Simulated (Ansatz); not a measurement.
## Ti2NF2 MXene bilayer (AB) in a perpendicular field

Wanted: the out-of-plane response of the Ti2NF2 MXene bilayer (AB). A positive field points along +c.

Calculated with Ansatz 0.2.0; plane-wave DFT, PBE-D3(BJ), Ansatz PAW.

## Step 1: The structure

The cell holds 10 atoms: 4 F, 4 Ti and 2 N. Its edges and angles: a = 3.029 Å, b = 3.029 Å, c = 53.845 Å, α = 90.0°, β = 90.0°, γ = 120.0°. Regions: layer 1: Ti2NF2 MXene, 5 atoms (2 F, 2 Ti and 1 N); layer 2: Ti2NF2 MXene, 5 atoms (2 F, 2 Ti and 1 N). Vacuum lies along c.

## Step 2: Relaxation

The starting cell is a guess, so the in-plane lattice and the atoms are relaxed first, with the slab cut off from its images along the normal.

Contents of input.yaml:

```yaml
crystal:
  lattice:
    - [3.02874, 0.0, 0.0]
    - [-1.51437, 2.6229657815, 0.0]
    - [0.0, 0.0, 53.8447725446]
  atoms:
    - { symbol: F, position: [0.3333333333, 0.6666666667, 0.3937243858] }
    - { symbol: Ti, position: [0.6666666667, 0.3333333333, 0.4121316142], spin: 1.0 }
    - { symbol: "N", position: [0.0, 0.0, 0.4343261571] }
    - { symbol: Ti, position: [0.3333333333, 0.6666666667, 0.4565206999], spin: 1.0 }
    - { symbol: F, position: [0.6666666667, 0.3333333333, 0.4749279283] }
    - { symbol: F, position: [0.6666666667, 0.3333333333, 0.5250720717] }
    - { symbol: Ti, position: [0.0, 0.0, 0.5434793001], spin: 1.0 }
    - { symbol: "N", position: [0.3333333333, 0.6666666667, 0.5656738429] }
    - { symbol: Ti, position: [0.6666666667, 0.3333333333, 0.5878683858], spin: 1.0 }
    - { symbol: F, position: [0.0, 0.0, 0.6062756142] }
  periodic: [true, true, false]
magnetization:
  spin_polarized: true
kpoints:
  mp_grid: { grid: [12, 12, 1] }
hamiltonian:
  xc: pbe
  dispersion: d3bj
scf:
  occupations: { method: fermi_dirac, width: 0.05 }
  convergence: { dr2_threshold: 1.0e-09 }
relax:
  f_tol: 0.004
  max_steps: 90
  cell: {}
output:
  write_potential: true
  write_density: true
  volumetric_format: npy
```

Command:

```console
$ ansatz run input.yaml --threads 4 --pin off --max-ram 6144MiB --backend cpu --events-out ev --progress --plain --runs-dir out
```

Numbers of over 12 decimals in the logs are rounded to 6 here.

Log:

```text
Warning: relax.cell: scf.convergence.dr2_threshold = 1e-9 eV is looser than the 2.17448848118e-10 eV advised for a relaxation that steers and ends on the stress (1e-10 eV for each atom of the cell: 10, times the square of relax.cell.stress_2d_tol = 0.05 N/m over 21.4 Å (the atoms' height at the walk's start and 5 Å past either face), 2.332e-2 GPa, over a crystal's default 0.05). What an SCF threshold leaves in a stress goes as its square root, and in the free energy as the threshold itself, and one threshold admits the most on a small cell: [figures from the program's tests cut] Set scf.convergence.dr2_threshold to 2.17448848118e-10 eV or tighter. [rest of the remark cut]
Engine: ansatz 0.2.0, aarch64-unknown-linux-gnu
Pseudopotentials: kind: paw
Pseudopotential: F, paw, valence charge 7, recommended cutoff 420 eV (normal), F.paw.azcp
Pseudopotential: Ti, paw, valence charge 12, recommended cutoff 420 eV (normal), Ti.paw.azcp
Pseudopotential: N, paw, valence charge 5, recommended cutoff 420 eV (normal), N.paw.azcp
Functional definition: PBE
  parameter kappa = 0.804
  parameter beta = 0.066725
  exchange = pbe_x(kappa = kappa, mu = beta*pi^2/3)
  correlation = pbe_c(beta = beta)
Crystal: 10 atoms, lattice volume = 427.758 Å³
Basis set: ecut = 420 eV, 8255 PW (Γ), exchange–correlation on 48×48×720 points (8 copies of the dense FFT grid, shifted against one another)
Bands: 55, of which v1, the nominal top of the filled ones, is band 43 counted from 1 (42 counted from 0)
Symmetry: 12 space group operations
Space group: P-3m1 (ITA 164), of the structure as read, at distance tolerance 7.5e-5 Å
Magnetic group: BNS 164.85 (UNI 1315), of the structure as read, at distance tolerance 7.5e-5 Å
k-points: 19 of 144
Non-local potential: F, projectors of the file, l = 0: 2, l = 1: 2, l = 2: 1
Non-local potential: Ti, projectors of the file, l = 0: 3, l = 1: 2, l = 2: 3, l = 3: 1
Non-local potential: N, projectors of the file, l = 0: 2, l = 1: 2, l = 2: 1
PAW form: soft (Blöchl's): semilocal exchange-correlation on the pseudo side does not see the compensation charge
PAW one-centre angular grid: F, 110 points (default); XC on 64 Gauss nodes
PAW one-centre angular grid: Ti, 590 points (default); XC on 64 Gauss nodes
PAW one-centre angular grid: N, 110 points (default); XC on 64 Gauss nodes
Initial density: superposition of atomic densities (neutral atoms: chi_scale 0, normalization atom)
Starting moments: Σ|m| = 4 μB on 4 of 10 sites
Initial wavefunctions: pseudopotential atomic-orbital guess
Functional: x = pbe(κ = 0.804, μ = 0.219515), c = pbe(β = 0.066725)
SCF iter   1: F=—  HF=-14023.476115 eV  |F-HF|=—  |Δ(HF+E_count)|=         —  Δρ=4.31e-2 (↑4.31e-2 ↓3.54e-2)  dr2=3.60e1  dr2_m=6.18e-1  M=1.840 μB ∫|m|=1.946 μB  β_m=0.30  ethr=3.10e-3  ⟨swp⟩=10.9  Hψ=12211  notcnv=0
Mixer restart at iter 1: flushing history
preconditioner: auto → LDOS  [metal: Δε(μ)=0.051 eV  Ē_g=10.825 eV  σ=0.050 eV  W_gap=0.24  n_scr=34 (ndim 8)  ℏωp=12.2 eV  f_vac=0.730  D(μ)=3.53/eV (n_scr^D=20)]
spin=Collinear: LDOS preconditioning applied to the charge; magnetization (m = ρ↑ − ρ↓) channel mixes plain (no charge-response kernel on spin).
SCF iter   2: F=—  HF=-14016.174847 eV  |F-HF|=—  |Δ(HF+E_count)|=    7.30e0  Δρ=2.41e-2 (↑2.41e-2 ↓1.73e-2)  dr2=1.03e1  dr2_m=3.62e-1  M=1.615 μB ∫|m|=1.737 μB  β_m=0.46  ethr=3.10e-3  ⟨swp⟩=4.0  Hψ=4998  notcnv=0  defer=101
SCF iter   3: F=—  HF=-14013.744783 eV  |F-HF|=—  |Δ(HF+E_count)|=    2.43e0  Δρ=7.12e-3 (↑7.12e-3 ↓6.86e-3)  dr2=1.75e-1  dr2_m=9.64e-2  M=1.155 μB ∫|m|=1.267 μB  β_m=0.60  ethr=3.10e-3  ⟨swp⟩=5.4  Hψ=5428  notcnv=0  defer=69
SCF iter   4: F=—  HF=-14014.124851 eV  |F-HF|=—  |Δ(HF+E_count)|=         —  Δρ=7.85e-3 (↑7.85e-3 ↓5.59e-3)  dr2=8.37e-2  dr2_m=1.67e-1  M=0.238 μB ∫|m|=0.348 μB  β_m=0.60  ethr=2.04e-4  ⟨swp⟩=5.7  Hψ=5340  notcnv=0  defer=40
SCF iter   5: F=—  HF=-14014.091630 eV  |F-HF|=—  |Δ(HF+E_count)|=   3.32e-2  Δρ=2.98e-3 (↑2.98e-3 ↓2.34e-3)  dr2=5.24e-3  dr2_m=2.64e-2  M=0.117 μB ∫|m|=0.174 μB  β_m=0.79  ethr=9.73e-5  ⟨swp⟩=4.1  Hψ=4159  notcnv=0  defer=25
SCF iter   6: F=—  HF=-14014.094408 eV  |F-HF|=—  |Δ(HF+E_count)|=   2.78e-3  Δρ=8.61e-4 (↑3.67e-4 ↓8.61e-4)  dr2=5.26e-3  dr2_m=5.77e-4  M=0.022 μB ∫|m|=0.037 μB  β_m=0.72  ethr=6.09e-6  ⟨swp⟩=3.7  Hψ=5502  notcnv=0  defer=18
SCF iter   7: F=—  HF=-14014.093295 eV  |F-HF|=—  |Δ(HF+E_count)|=   1.11e-3  Δρ=2.36e-4 (↑1.54e-4 ↓2.36e-4)  dr2=9.24e-5  dr2_m=1.27e-4  M=0.010 μB ∫|m|=0.018 μB  β_m=0.85  ethr=6.09e-6  ⟨swp⟩=4.1  Hψ=4468  notcnv=0  defer=9
SCF iter   8: F=—  HF=-14014.093467 eV  |F-HF|=—  |Δ(HF+E_count)|=   1.73e-4  Δρ=7.23e-5 (↑6.82e-5 ↓7.23e-5)  dr2=5.95e-5  dr2_m=2.18e-6  M=-0.000 μB ∫|m|=0.001 μB  β_m=0.75  ethr=1.07e-7  ⟨swp⟩=3.6  Hψ=4922  notcnv=0  defer=8
SCF iter   9: F=—  HF=-14014.093470 eV  |F-HF|=—  |Δ(HF+E_count)|=   2.53e-6  Δρ=2.42e-5 (↑2.42e-5 ↓1.36e-5)  dr2=2.53e-6  dr2_m=9.02e-7  M=0.000 μB ∫|m|=0.001 μB  β_m=0.84  ethr=6.92e-8  ⟨swp⟩=3.7  Hψ=4838  notcnv=0  defer=8
SCF iter  10: F=—  HF=-14014.093470 eV  |F-HF|=—  |Δ(HF+E_count)|=   3.29e-7  Δρ=4.47e-6 (↑3.69e-6 ↓4.47e-6)  dr2=2.99e-8  dr2_m=5.60e-8  M=-0.000 μB ∫|m|=0.000 μB  β_m=0.92  ethr=2.94e-9  ⟨swp⟩=3.6  Hψ=4423  notcnv=0  defer=8
SCF iter  11: F=—  HF=-14014.093470 eV  |F-HF|=—  |Δ(HF+E_count)|=   2.60e-7  Δρ=1.46e-6 (↑1.46e-6 ↓1.31e-6)  dr2=1.61e-8  dr2_m=1.45e-9  M=-0.000 μB ∫|m|=0.000 μB  β_m=0.84  ethr=3.48e-11  ⟨swp⟩=4.3  Hψ=5461  notcnv=0  defer=8
SCF iter  12: F=—  HF=-14014.093471 eV  |F-HF|=—  |Δ(HF+E_count)|=   3.24e-8  Δρ=5.47e-7 (↑5.47e-7 ↓5.23e-7)  dr2=2.26e-9  dr2_m=2.17e-10  M=-0.000 μB ∫|m|=0.000 μB  β_m=0.75  ethr=1.87e-11  ⟨swp⟩=2.9  Hψ=4364  notcnv=0  defer=8
SCF iter  13: F=-14014.093471 eV  HF=-14014.093471 eV  |F-HF|=6.91e-11  |Δ(HF+E_count)|=   2.39e-9  Δρ=1.14e-7 (↑1.06e-7 ↓1.14e-7)  dr2=5.78e-11  dr2_m=2.53e-11  M=-0.000 μB ∫|m|=0.000 μB  ethr=1.16e-12  ⟨swp⟩=9.4  Hψ=16438  notcnv=0
WARN: the starting moments were not kept: the SCF closed with an absolute magnetisation of 3.3e-5 μB, where they sum to 4 μB in size (4 sites). That is at most 0.1 of that sum. Measured as dr2_m measures the in/out step, that magnetisation stands 1.5e-10 eV from none, at or under the dr2_threshold of 1.0e-9 eV: it is no larger than a step whose dr2_m would equal this threshold. The system may hold no moment; this SCF [...]
SCF 1 converged in 13 iterations: F = -14014.093471 eV  dr2 = 5.78e-11
  greatest PAW one-centre occupation: 0.999 electrons in one spin orbital (limit 2), on the Ti atom at site 8 (counted from 0), in its partial waves of l = 0
[...]
relax step   6: F+E_penalty+E_count = -14016.21518181 eV  Δ(F+E_penalty+E_count) = +3.798e-4 eV  max|allowed force component| = 4.945e-3 eV/Å  Δτ_max = 0.0046 Å  P = -0.002 N/m  Ω = 426.697 Å³  energy of the carried Pulay correction = +9.745e-4 eV  fix = [c, alpha, beta]  reactions: c -0.000 N/m  (8 SCF iters, accepted)
[...]
relax step   7: F+E_penalty+E_count = -14016.21515408 eV  Δ(F+E_penalty+E_count) = +2.774e-5 eV  max|allowed force component| = 2.044e-4 eV/Å  Δτ_max = 0.0018 Å  P = -0.001 N/m  Ω = 426.732 Å³  energy of the carried Pulay correction = +9.421e-4 eV  fix = [c, alpha, beta]  reactions: c -0.000 N/m  (7 SCF iters, accepted)
Initial wavefunctions: pseudopotential atomic-orbital guess (no wavefunctions were taken with the density)
iter 1 solved again at ethr=7.04e-8 eV; its pass at ethr=3.10e-3 eV (dr2=6.06e-5 eV) is discarded
SCF iter   1: F=—  HF=-14016.214035 eV  |F-HF|=—  |Δ(HF+E_count)|=         —  Δρ=6.51e-6 (↑6.51e-6 ↓6.51e-6)  dr2=1.06e-7  dr2_m=9.72e-12  M=-0.000 μB ∫|m|=0.000 μB  β_m=0.65  ethr=7.04e-8  ⟨swp⟩=7.8  Hψ=22684  notcnv=0
spin=Collinear: LDOS preconditioning applied to the charge; magnetization (m = ρ↑ − ρ↓) channel mixes plain (no charge-response kernel on spin).
SCF iter   2: F=—  HF=-14016.214117 eV  |F-HF|=—  |Δ(HF+E_count)|=   8.13e-5  Δρ=2.33e-6 (↑2.33e-6 ↓2.33e-6)  dr2=3.82e-8  dr2_m=3.75e-12  M=-0.000 μB ∫|m|=0.000 μB  β_m=0.48  ethr=1.23e-10  ⟨swp⟩=5.0  Hψ=6732  notcnv=0
SCF iter   3: F=—  HF=-14016.214117 eV  |F-HF|=—  |Δ(HF+E_count)|=   6.26e-9  Δρ=1.14e-6 (↑1.14e-6 ↓1.14e-6)  dr2=3.77e-9  dr2_m=2.07e-12  M=-0.000 μB ∫|m|=0.000 μB  β_m=0.62  ethr=4.44e-11  ⟨swp⟩=2.9  Hψ=3489  notcnv=0
SCF iter   4: F=-14016.214117 eV  HF=-14016.214117 eV  |F-HF|=2.22e-10  |Δ(HF+E_count)|=   8.03e-9  Δρ=2.45e-7 (↑2.43e-7 ↓2.45e-7)  dr2=2.63e-10  dr2_m=2.61e-13  M=-0.000 μB ∫|m|=0.000 μB  ethr=1.16e-12  ⟨swp⟩=15.1  Hψ=18793  notcnv=0
the starting moments were not kept: the SCF closed with an absolute magnetisation of 1.8e-6 μB, where they sum to 4 μB in size (4 sites). That is at most 0.1 of that sum. Measured as dr2_m measures the in/out step, that magnetisation stands 5.6e-13 eV from none, at or under the dr2_threshold of 1.0e-9 eV: it is no larger than a step whose dr2_m would equal this threshold.
SCF 8 converged in 4 iterations: F = -14016.214117 eV  dr2 = 2.63e-10
relax step   8: F+E_penalty+E_count = -14016.21411654 eV  Δ(F+E_penalty+E_count) = +1.038e-3 eV  max|allowed force component| = 2.168e-4 eV/Å  Δτ_max = 0.0000 Å  P = +0.025 N/m  Ω = 426.732 Å³  fix = [c, alpha, beta]  reactions: c +0.000 N/m  stress off target by 2.50e-2 N/m on what of the cell is left free  SCF on the basis re-selected at this cell (its energy is not comparable with the rows above)  (4 SCF iters)
basis re-selected at this cell: Δ(F+E_penalty+E_count) = +1.038e-3 eV, ΔP = +0.026 N/m vs the last step (what re-selecting the basis moved, of the pressure what is left beyond the Pulay correction that the steps carried, after the strain that the cell walked since its last selection, with what the two solves' SCF thresholds leave and, on support functions, any second-order correction that the steps lacked; it is no m [...]
WARN: The output density's exchange-correlation potential varies sharply where the density is thin. Do not read a vacuum level from v_tot or v_xc, or from such a field of the output density. On a cell that repeats whose density bears no net charge and no dipole along the vacuum's axis use v_es (v_loc + v_h of the components); under efield.dipole_correction with no amplitude use v_es + v_field, which holds any externa [...]
SCF converged after 4 iterations
Magnetization: -0.0000 μB (43.0000 up, 43.0000 down)
Absolute magnetization: 0.0000 μB (∫|ρ↑−ρ↓|, with the PAW one-centre terms)
Spin contamination: 0.0000 ħ² per cell (⟨S²⟩ above its minimum at these occupations)
Per-site moments (μB) at R_I (Å): [(3.869394791390978e-9, 0.887345), (-4.701020208483372e-7, 0.846657), (3.214205606163507e-8, 0.846657), (3.721342816342135e-8, 0.846687), (-1.641737436271503e-8, 0.885695), (-1.6417374143669282e-8, 0.885695), (3.721342843133927e-8, 0.846687), (3.214205614371668e-8, 0.846657), (-4.7010202098247503e-7, 0.846657), (3.869394616883236e-9, 0.887345)]
Free energy (F): -14016.214117 eV
Harris-Foulkes:  -14016.214117 eV  (|F-HF|=2.22e-10)
Internal energy: -14016.177397 eV  (E = F + TS)
E sigma→0 (E₀):  -14016.195757 eV
Entropy (-TS):   -0.036720 eV (-3.672 meV/atom)
Fermi energy:    -4.425035 eV
--- Per-component energies (eV) ---
  E_band       = -2184.923792
  E_kinetic    = 2192.849757
  E_local      = -749362.951639  (includes V_loc(G=0)·N_el)
  E_nonlocal   = 415.491818
  E_hartree    = 373307.290611
  E_xc         = -835.794902
  E_vxc        = -1058.760930  (∫ρ·V_xc dr)
  E_paw        = -5247.438747  (= ΣΔE_a)
  E_vpaw       = -986.142540  (= ΣTr[D̂ρ^β])
  E_aug_tail   = 0.008767  (compensation charges beyond the density's cutoff)
  E_ewald      = 365516.780549
  E_disp       = -2.413611  (pairwise vdW)
  E_smearing   = -0.036720  (= −TS)
  E_closure    = -0.000000  (closes the sum)
  Σ components = -14016.214117   (vs F -14016.214117, Δ=0.00e0)
--- Forces (eV/Å), atoms counted from 1 ---
  atom   1  F      0.00000000    -0.00000000     0.00021684
  atom   2  Ti    -0.00000000     0.00000000     0.00001534
  atom   3  N      0.00000000    -0.00000000     0.00020636
  atom   4  Ti     0.00000000    -0.00000000     0.00011038
  atom   5  F     -0.00000000     0.00000000    -0.00009473
  atom   6  F      0.00000000    -0.00000000     0.00009473
  atom   7  Ti    -0.00000000     0.00000000    -0.00011038
  atom   8  N      0.00000000     0.00000000    -0.00020636
  atom   9  Ti     0.00000000    -0.00000000    -0.00001534
  atom  10  F     -0.00000000     0.00000000    -0.00021684
  max |Σ_I F_I| component: 5.09e-17 eV/Å
--- 2D stress c σ (N/m, compression-positive) ---
        0.025017       0.000000      -0.000000
        0.000000       0.025017       0.000000
       -0.000000       0.000000       0.000000
  P = ½ c Tr σ = 0.0250 N/m
--- Band table (eV; the first three rows and the last of 38) ---
  k-point 0 ↑: bands = [... 39 lower, -9.3446, -5.0758, -5.0758, -5.0757, -5.0757, -4.4448, -4.4338, -3.1283, ... 8 higher]
  k-point 1 ↑: bands = [... 39 lower, -9.4049, -5.2140, -5.2123, -4.9571, -4.9566, -4.4318, -4.4211, -3.2621, ... 8 higher]
  k-point 2 ↑: bands = [... 39 lower, -9.5402, -5.5860, -5.5797, -4.6322, -4.6312, -4.3300, -4.3174, -3.3400, ... 8 higher]
  k-point 18 ↓: bands = [... 39 lower, -9.9206, -4.5181, -4.5181, -4.3644, -4.3552, -4.3552, -4.3267, -2.7315, ... 8 higher]
  the weakly bound empty levels are not read free of the cell's end (no_gap_told)
--- Relaxed structure (7 steps of the walk, 7 accepted, 1 SCFs on fresh bases) ---
  F+E_penalty+E_count = -14016.21411654 eV   max|allowed force component| = 2.168e-4 eV/Å   (the final SCF, on the basis selected at the relaxed cell)
  cell:  # Å, volume = 426.7325 Å³
    - [3.025107, 0, 0]
    - [-1.512554, 2.619820, 0]
    - [0, 0, 53.8447725446]
  atoms:
    - { symbol: F, position: [0.333333, 0.666667, 0.387519] }
    - { symbol: Ti, position: [0.666667, 0.333333, 0.410841] }
    - { symbol: N, position: [-9.130519036015646e-19, 1.110223024648432e-17, 0.430864] }
    - { symbol: Ti, position: [0.333333, 0.666667, 0.450889] }
    - { symbol: F, position: [0.666667, 0.333333, 0.474084] }
    - { symbol: F, position: [0.666667, 0.333333, 0.525916] }
    - { symbol: Ti, position: [1.703692801216088e-17, 1.1102230246491737e-17, 0.549111] }
    - { symbol: N, position: [0.333333, 0.666667, 0.569136] }
    - { symbol: Ti, position: [0.666667, 0.333333, 0.589159] }
    - { symbol: F, position: [1.8169665707834586e-17, 1.1102230246491523e-17, 0.612481] }
```

Wall time 2.1 min (4 threads of Arm Neoverse V2, shared host); peak memory 1.4 GiB; 8.3 min of CPU time.

Step by step:

```
step  energy less that of the first step (eV)  largest force component (eV/Å)  volume (Å³)
   1                                   0.0000                          5.2112       427.76
   2                                  -1.9147                          1.1349       427.23
   3                                  -2.1152                          0.1005       420.88
   4                                  -2.1222                          0.0644       425.23
   5                                  -2.1221                          0.0223       426.17
   6                                  -2.1217                          0.0049       426.70
   7                                  -2.1217                          0.0002       426.73
  8*                                  -2.1206                          0.0002       426.73
```

Relaxation steps marked * repeat the geometry before them on a plane-wave basis chosen anew for their cell, so energy and pressure can jump there.

The run keeps the 12 symmetry operations that it works with, so distortions that break them were not tested.

```
cell as run  before  after  change
      a (Å)   3.029  3.025  -0.1 %
      b (Å)   3.029  3.025  -0.1 %
```

The atoms that moved most (Å, along periodic axes as changes of fractional coordinates times the final cell, across vacuum about the mean position):

```
atom     dx     dy      dz  length
  F1  0.000  0.000  -0.334   0.334
 F10  0.000  0.000   0.334   0.334
 Ti7  0.000  0.000   0.303   0.303
 Ti4  0.000  0.000  -0.303   0.303
  N3  0.000  0.000  -0.186   0.186
  N8  0.000  0.000   0.186   0.186
 Ti2  0.000  0.000  -0.070   0.070
 Ti9  0.000  0.000   0.070   0.070
```

The relaxed structure:

```cif
data_structure
_symmetry_space_group_name_H-M 'P 1'
_symmetry_Int_Tables_number 1
_cell_length_a 3.0251
_cell_length_b 3.0251
_cell_length_c 53.8448
_cell_angle_alpha 90.000
_cell_angle_beta 90.000
_cell_angle_gamma 120.000
_cell_volume 426.73
loop_
_atom_site_label
_atom_site_type_symbol
_atom_site_fract_x
_atom_site_fract_y
_atom_site_fract_z
_atom_site_occupancy
F1 F 0.33333 0.66667 0.38752 1
Ti2 Ti 0.66667 0.33333 0.41084 1
N3 N 0.00000 0.00000 0.43086 1
Ti4 Ti 0.33333 0.66667 0.45089 1
F5 F 0.66667 0.33333 0.47408 1
F6 F 0.66667 0.33333 0.52592 1
Ti7 Ti 0.00000 0.00000 0.54911 1
N8 N 0.33333 0.66667 0.56914 1
Ti9 Ti 0.66667 0.33333 0.58916 1
F10 F 0.00000 0.00000 0.61248 1
```

This step gave:

| Property | Result |
| --- | --- |
| energy at zero smearing | -14016.1958 eV |

The lattice constant a goes from 3.029 to 3.025 Å.

(Part 1 of 3 ends here.)

[Logs are printed without paths, hosts, clocks, repeated set-up lines and the standing remarks that a program may print on its own settings, such as how far it seeks lower states.]

[Hosts, paths, dates, database ids (printed as entryN), source tags and the programs' standing remarks are cut or masked in the printed files.]

[Maps of the electrostatic potential energy from Ansatz leave out the sawtooth potential of an applied field or a dipole correction, so their vacuum need not be flat; planar profiles and work functions include it.]
